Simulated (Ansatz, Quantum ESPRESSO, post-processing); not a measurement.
# Screening and band shifts of H-SiSi-F chair, 1 layer, part 2 of 2

How does H-SiSi-F chair, 1 layer respond to a gate-like field without added charge?

Quantum ESPRESSO 7.5; plane-wave DFT, PBE, GBRV ultrasoft pseudopotentials; geometry and cross-check by Ansatz 0.2.0 with PAW datasets.

So far. Step 13 (Band structure: field 0.3 V/Å): Upper empty bands that drop with the field can be states of the vacuum, held by the sawtooth; they depend on the cell's width. Step 13 (Band structure: field 0.3 V/Å): Along this path the valence top lies at Γ and the conduction bottom at Γ.

## Step 14: Density by pp.x

plot_num = 0 writes the valence density.

f0.rho.in reads:

```
&inputpp
  prefix = 'f0'
  outdir = './out'
  filplot = 'f0.rho.dat'
  plot_num = 0
/
```

Launch:

```
> OMP_NUM_THREADS=1 mpirun -n 4 pp.x -in f0.rho.in > f0.rho.out
```

Wall time 0.87 s (4 MPI ranks of Arm Neoverse V2, shared host); peak memory 0.13 GiB; 3.2 s of CPU time.

This step gave:

```
electrons by integration : 16.00 e
```

Mean over planes. Table of valence density, planar mean by z:

```
z (Å)  valence density, planar mean (e/Å³)
  6.0                               3.4e-5
  6.5                               2.6e-4
  7.0                              0.00208
  7.5                               0.0175
  8.0                                0.162
  8.5                                0.665
  9.0                                0.281
  9.5                                0.139
 10.0                                0.223
 10.5                                0.298
 11.0                                0.236
 11.5                                0.145
 12.0                                0.116
 12.5                               0.0861
 13.0                               0.0224
 13.5                              0.00478
 14.0                               9.8e-4
 14.5                               2.0e-4
 15.0                               4.2e-5
```

Valence density in the ca plane at fractional y = 0.333, with atoms of F and Si within 0.2 Å of it. It is the smooth field of the valence electrons, not physical close to the nuclei.

Ten steps, logarithmic in the rise over the least value, from '0' (0 e/Å³) to '9' (10 e/Å³), each cell a mean:
```
00000000000000000012222233321000000000000000
00000000000000000146653223321000000000000000
00000000000000000269975243221000000000000000
00000000000000000269975253221000000000000000
00000000000000000146753223321000000000000000
00000000000000000012222233321000000000000000
00000000000000000000001122221000000000000000
00000000000000000000000122221100000000000000
00000000000000000000000122221100000000000000
00000000000000000000001122221100000000000000
```
Columns run along c (16.0 Å, from fractional 0.06 to 0.83 of the cell), rows up along a (3.9 Å). Atoms in or near the plane, at fractional coordinates: F at (0.41, 0.67), Si at (0.49, 0.67).

The density integrates to 16.000 electrons, as the 16 of the input ask.

## Step 15: Valence density

f2.rho.in reads:

```
&inputpp
  prefix = 'f2'
  outdir = './out'
  filplot = 'f2.rho.dat'
  plot_num = 0
/
```

Launch:

```
> OMP_NUM_THREADS=1 mpirun -n 4 pp.x -in f2.rho.in > f2.rho.out
```

Elapsed: 0.84 s, on 4 MPI ranks; peak memory 0.13 GiB.

## Step 16: Charge moved by a field of 0.2 V/Å

This step gave:

| Item | Value |
| --- | --- |
| largest charge moved across a plane | 0.001153 e/Å² |
| dipole step | -0.6946 eV |

The planar mean oscillates, so the rows of the table below give means over windows of 0.5 Å about each position, cut where the curve ends. Its maxima inside the range that stand out by 2 % of the span (Å: e/Å³): 7.99: 5.4e-4, 8.68: 3.5e-4, 9.96: 7.5e-4, 11.69: -3.8e-5. Its minima: 8.45: 2.0e-4, 9.15: -3.4e-5, 11.00: -5.3e-4, 12.62: -6.3e-4.

Table of planar mean by z; means over each step:

z (Å), planar mean (e/Å³) and a bar from the least value:
```
      4.5    0.00000 ##############
      5.0    0.00000 ##############
      5.5    0.00000 ##############
      6.0    0.00000 ##############
      6.5    0.00002 ##############
      7.0    0.00008 ################
      7.5    0.00026 ####################
      8.0    0.00049 #########################
      8.5    0.00028 #####################
      9.0    0.00010 ################
      9.5    0.00023 ###################
     10.0    0.00068 ##############################
     10.5    0.00006 ###############
     11.0   -0.00049 ##
     11.5   -0.00017 ##########
     12.0   -0.00020 #########
     12.5   -0.00059 
     13.0   -0.00045 ###
     13.5   -0.00020 #########
     14.0   -0.00007 ############
     14.5   -0.00002 #############
     15.0   -0.00001 ##############
     15.5    0.00000 ##############
     16.0    0.00000 ##############
     16.5    0.00000 ##############
     17.0    0.00000 ##############
```

Table of running integral, electrons below z by z:

```
z (Å)  running integral, electrons below z (e/Å²)
    5                                      6.0e-8
    6                                      1.4e-6
    7                                      2.9e-5
    8                                      3.4e-4
    9                                      6.2e-4
   10                                      9.5e-4
   11                                      9.5e-4
   12                                      7.4e-4
   13                                      2.2e-4
   14                                      2.5e-5
   15                                      2.1e-6
   16                                      1.5e-7
   17                                      1.1e-8
```

## Step 17: Polarisability from the dipole between 0 and 0.1 V/A

This step gave:

| Quantity | Value |
| --- | --- |
| change of slope in the vacuum | 0.10000 eV/Å |
| polarisability a cell | 3.687 Å³ |
| sheet polarisability 4πα/A | 3.477 Å |

The change of the potential energy, second field less first by z:

z (Å), change of the potential energy, second field less first (eV) and a bar from the least value:
```
      0.0     -0.450 #######
      0.5     -0.834 
      1.0     -0.784 #
      1.5     -0.734 ##
      2.0     -0.684 ###
      2.5     -0.634 ####
      3.0     -0.584 #####
      3.5     -0.534 ######
      4.0     -0.484 #######
      4.5     -0.434 #######
      5.0     -0.384 ########
      5.5     -0.334 #########
      6.0     -0.284 ##########
      6.5     -0.235 ###########
      7.0     -0.185 ############
      7.5     -0.138 #############
      8.0     -0.096 ##############
      8.5     -0.065 ##############
      9.0     -0.040 ###############
      9.5     -0.018 ###############
     10.0     -0.002 ################
     10.5      0.000 ################
     11.0      0.001 ################
     11.5      0.011 ################
     12.0      0.026 ################
     12.5      0.046 ################
     13.0      0.079 #################
     13.5      0.121 ##################
     14.0      0.169 ###################
     14.5      0.218 ####################
     15.0      0.268 #####################
     15.5      0.318 ######################
     16.0      0.368 #######################
     16.5      0.418 #######################
     17.0      0.468 ########################
     17.5      0.518 #########################
     18.0      0.568 ##########################
     18.5      0.618 ###########################
     19.0      0.668 ############################
     19.5      0.718 #############################
     20.0      0.768 ##############################
     20.5      0.224 ####################
```

## Step 18: Dipole against field

Dipole along the normal, dipole moment against applied field:

```
applied field (V/Å)  dipole along the normal, dipole moment (e·Å)
              0.000                                         0.144
              0.100                                         0.170
              0.200                                         0.195
              0.300                                         0.221
```

## Step 19: The same in Ansatz: field 0.1 V/Å

As a check, the same structure is run in Ansatz.

Level of this step: plane-wave DFT, PBE, Ansatz PAW (Ansatz 0.2.0).

input.yaml reads:

```yaml
crystal:
  lattice:
    - [3.922940646, 0.0, 0.0]
    - [-1.961470323, 3.397366257, 0.0]
    - [0.0, 0.0, 20.84]
  atoms:
    - { symbol: F, position: [0.6666666667, 0.3333333333, 0.4097910964] }
    - { symbol: Si, position: [0.6666666667, 0.3333333333, 0.4876244612] }
    - { symbol: Si, position: [0.3333333333, 0.6666666667, 0.5214436621] }
    - { symbol: H, position: [0.3333333333, 0.6666666667, 0.5936167881] }
kpoints:
  mp_grid: { grid: [12, 12, 1] }
hamiltonian:
  xc: pbe
scf:
  occupations: { method: fermi_dirac, width: 0.054 }
  convergence: { dr2_threshold: 1.0e-09 }
efield:
  axis: 3
  dipole_correction: true
  ramp_position: 0.97
  ramp_width: 0.04
  amplitude: 0.1
output:
  write_potential: true
  write_density: true
  volumetric_format: npy
```

Launch:

```
> ansatz run input.yaml --threads 4 --pin off --max-ram 8192MiB --backend cpu --events-out ev --progress --plain --runs-dir out
```

Run time: 2.2 s. Hardware: 4 threads; peak memory 0.45 GiB.

Read from the output:

| Item | Value |
| --- | --- |
| free energy | -2096.4749 eV |
| Fermi energy | -2.902 eV |
| gap by band count | 1.638 eV |
| dipole along the normal | 0.1658 e·Å |

At 0.1 V/Å Ansatz's dipole is 0.1658 e Å against 0.1699 from pw.x.

## Step 20: The same in Ansatz: field -0.1 V/Å

input.yaml is the input of step 19 with these lines changed:

```diff
@@ -22,3 +22,3 @@
   ramp_width: 0.04
-  amplitude: 0.1
+  amplitude: -0.1
 output:
```

Elapsed: 2.3 s, on 4 threads; peak memory 0.45 GiB.

This step gave:

```
free energy             : -2096.4469 eV
Fermi energy            : -2.959 eV
gap by band count       : 1.642 eV
dipole along the normal : 0.1145 e·Å
```

## Step 21: Dipole against field, Ansatz

The dipole along the normal, dipole moment by applied field:

```
applied field (V/Å)  dipole along the normal, dipole moment (e·Å)
            -0.1000                                         0.115
             0.0000                                         0.140
             0.1000                                         0.166
```

## Step 22: Self-consistent run

Level of this step: plane-wave DFT, PBE, GBRV ultrasoft pseudopotentials (Quantum ESPRESSO 7.5).

f1.w0.in reads:

```
&control
  prefix = 'f1.w0'
  outdir = './out'
  pseudo_dir = './pseudo'
  calculation = 'scf'
  tprnfor = .true.
  tefield = .true.
  dipfield = .true.
/
&system
  ibrav = 0
  nat = 4
  ntyp = 3
  ecutwfc = 40
  ecutrho = 200
  occupations = 'smearing'
  smearing = 'fd'
  degauss = 0.004
  edir = 3
  emaxpos = 0.97
  eopreg = 0.04
  eamp = 0.00194469
/
&electrons
  conv_thr = 1e-09
  mixing_beta = 0.7
  electron_maxstep = 60
  mixing_mode = 'local-TF'
  diagonalization = 'ppcg'
/
ATOMIC_SPECIES
  F   18.9984  f_pbe_v1.4.uspp.F.UPF
  Si  28.0850  si_pbe_v1.uspp.F.UPF
  H   1.0080  h_pbe_v1.4.uspp.F.UPF
CELL_PARAMETERS angstrom
  3.92294064597998 -0.00000000000000 -0.00000000000000
  -1.96147032298999 3.39736625695720 -0.00000000000000
  -0.00000000000000 -0.00000000000000 20.84000000000000
ATOMIC_POSITIONS crystal
  F   0.666666666667 0.333333333333 0.409791096351
  Si  0.666666666667 0.333333333333 0.487624461185
  Si  0.333333333333 0.666666666667 0.521443662101
  H   0.333333333333 0.666666666667 0.593616788063
K_POINTS automatic
  12 12 1 0 0 0
```

Launch:

```
> OMP_NUM_THREADS=1 mpirun -n 4 pw.x -nk 4 -in f1.w0.in > f1.w0.out
```

Wall time 0.48 s (4 MPI ranks); peak memory 0.13 GiB.

The program refused the input before any cycle.

The fault put into the input: an eigensolver that this release has dropped (electrons.diagonalization = "ppcg").

The message: “iosys (1): PPCG diagonalization not supported anymore (Dec. 2024)”. This release no longer has that solver; david, paro or rmm-davidson serve.

## Step 23: Worked from the printed numbers

α = Δp/E = (0.16991 − (0.14430)) e Å / 0.1 V/Å = 0.2561 e Å²/V; times e/(4πε₀) = 14.40 V Å this is 3.687 Å³. With A = 13.328 Å², 4πα/A = 3.477 Å.

## Step 24: Outcome

```yaml
polarisability_along_the_normal_a_cell: 3.69 Å³
sheet_polarisability_4pi_alpha_a: 3.48 Å
dipole_without_a_field: 0.144 e·Å
kohn_sham_ionisation_potential_upper_face: 4.91 eV
gap_along_the_path_at_0_v_a: 1.65 eV
gap_along_the_path_at_0p2_v_a: 1.64 eV
gap_along_the_path_at_0p3_v_a: 1.64 eV
```

What this shows: The sheet answers a field with a polarisability of 3.69 Å³ a cell, or 4πα/A = 3.48 Å (PBE, GBRV ultrasoft). In pw.x the dipole follows the field linearly over the range tried. A perfect conductor 3.48 Å thick would screen alike; the outer atoms lie 3.83 Å apart. At 0.1 V/Å the sheet takes 0.348 eV off the potential drop. At 0.2 V/Å the gap along the path is unchanged within 0.01 eV. Quantum ESPRESSO and Ansatz give 3.687 and 3.694 Å³ for the polarisability (pw.x from 0 and 0.1 V/Å, Ansatz from ±0.1 V/Å), which agree. The ions stay at their zero-field places, so this is the electrons' response alone. Semilocal gaps are too small, and in strong fields empty levels can belong to the vacuum.

[Logs are printed without paths, hosts, clocks, repeated set-up lines and the standing remarks that a program may print on its own settings, such as how far it seeks lower states.]

[Hosts, paths, dates, database ids (printed as entryN), source tags and the programs' standing remarks are cut or masked in the printed files.]

[Maps of the electrostatic potential energy from Ansatz leave out the sawtooth potential of an applied field or a dipole correction, so their vacuum need not be flat; planar profiles and work functions include it.]
